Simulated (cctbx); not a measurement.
## What is wrong with this refinement?

Cell a = 6.5260 Å, b = 6.5260 Å, c = 13.2140 Å, α = 90.00°, β = 90.00°, γ = 120.00°; space group P6_3 (no. 173).

Simulated single-crystal data (cctbx): Mo Kα, λ = 0.71073 Å, to d = 0.65 Å, 70 % of the full sphere, strongest reflection 70000 counts, noise from counting, a 1.5 % proportional error and a noise floor of 8 counts (s.d.); no absorption.

An anisotropic refinement with weights 1/σ² prints:

```text
Rint 0.022, 1247 unique reflections to 0.65 A
cycle     R1     wR2    GooF  max shift (A)
   1  0.0522  0.1060   4.486   0.04511
   3  0.0134  0.0267   1.129   0.00030
final R1 0.0134 wR2 0.0267 GooF 1.129  parameters 45  data/parameter 27.7
atom        x        y        z      Ueq    occ   su(xyz)  su(Uiso or U11)
Ni1    0.00000  0.00000  0.99323   0.0159  1.000  0.00002  0.0001
Cl1    0.33333  0.66667  0.70439   0.0259  1.000  0.00004  0.0002
S1     0.99651  0.32262  0.44906   0.0379  1.000  0.00009  0.0002
S2     0.33333  0.66667  0.21180   0.0166  1.000  0.00003  0.0001
S3     0.00000  0.00000  0.67460   0.0203  1.000  0.00003  0.0001
Li1    0.03159  0.32017  0.27245   0.0504  1.000  0.00072  0.0022
Li2    0.97817  0.35900  0.62251   0.0502  1.000  0.00066  0.0018
B1     0.33333  0.66667  0.92682   0.0534  1.000  0.00037  0.0015
Li3    0.33333  0.66667  0.41593   0.0198  1.000  0.00030  0.0011
difference map: max 0.21 min -0.35 rms 0.06
Q1    0.0693  0.4203  0.3710    6    0.21  1.18 A from S1
Q2    0.2007  0.4178  0.2314    6    0.17  1.10 A from Li1
Q3    0.0906  0.1594  0.0939    6    0.16  1.40 A from S3
Q4    0.0560  0.5115  0.6294    6    0.16  0.87 A from Li2
Q5    0.0815  0.6923  0.8302    6    0.15  1.04 A from Li1
Q6    0.1043  0.5396  0.7313    6    0.15  1.34 A from Cl1
```

Q: Accept it or mend it, and why?

Mend it. The fault: wrong element: B1 is Li. Against the right model at the same level, R1 goes from 0.0118 to 0.0134 and GooF from 0.93 to 1.13 and U of B1 swells from 0.0309 to 0.0534 Å². B1 has 2 electrons too many and its U swells to shed them, as expected (near an absorption edge f′ can widen the mismatch well beyond the difference in Z). The signs are weak, and the output alone doesn't single this fault out.

The compound is Li8NiS5Cl. The right model at the same level gives:

```text
Rint 0.022, 1247 unique reflections to 0.65 A
cycle     R1     wR2    GooF  max shift (A)
   1  0.0483  0.0998   4.223   0.04182
   3  0.0118  0.0218   0.925   0.00024
final R1 0.0118 wR2 0.0218 GooF 0.925  parameters 45  data/parameter 27.7
atom        x        y        z      Ueq    occ   su(xyz)  su(Uiso or U11)
Ni1    0.00000  0.00000  0.99321   0.0158  1.000  0.00001  0.0000
Cl1    0.33333  0.66667  0.70434   0.0259  1.000  0.00003  0.0001
S1     0.99635  0.32253  0.44906   0.0379  1.000  0.00007  0.0002
S2     0.33333  0.66667  0.21178   0.0166  1.000  0.00003  0.0001
S3     0.00000  0.00000  0.67460   0.0203  1.000  0.00003  0.0001
Li1    0.03157  0.32059  0.27219   0.0507  1.000  0.00060  0.0018
Li2    0.97822  0.35910  0.62196   0.0499  1.000  0.00053  0.0015
Li3    0.33333  0.66667  0.92785   0.0309  1.000  0.00030  0.0011
Li4    0.33333  0.66667  0.41558   0.0206  1.000  0.00025  0.0010
Flack x: -0.014(14)
Hooft y: -0.000(8)  Bijvoet pairs: 599
difference map: max 0.17 min -0.19 rms 0.04
Q1    0.0702  0.4222  0.3700    6    0.17  1.20 A from S1
Q2    0.2015  0.4187  0.2311    6    0.16  1.11 A from Li1
Q3    0.2459  0.6728  0.3723    6    0.15  0.82 A from Li4
Q4    0.0240  0.8559  0.8814    6    0.15  1.42 A from S1
Q5    0.0547  0.5102  0.6290    6    0.14  0.86 A from Li2
Q6    0.1057  0.5410  0.7314    6    0.14  1.34 A from Cl1
```

The model was made for the exercise: a known structure type with other elements put in, its volume estimated, not relaxed; displacement parameters are assumed.

[Middle refinement cycles are left out of these outputs.]

[Logs are printed without paths, hosts, clocks, repeated set-up lines and the standing remarks that a program may print on its own settings, such as how far it seeks lower states.]
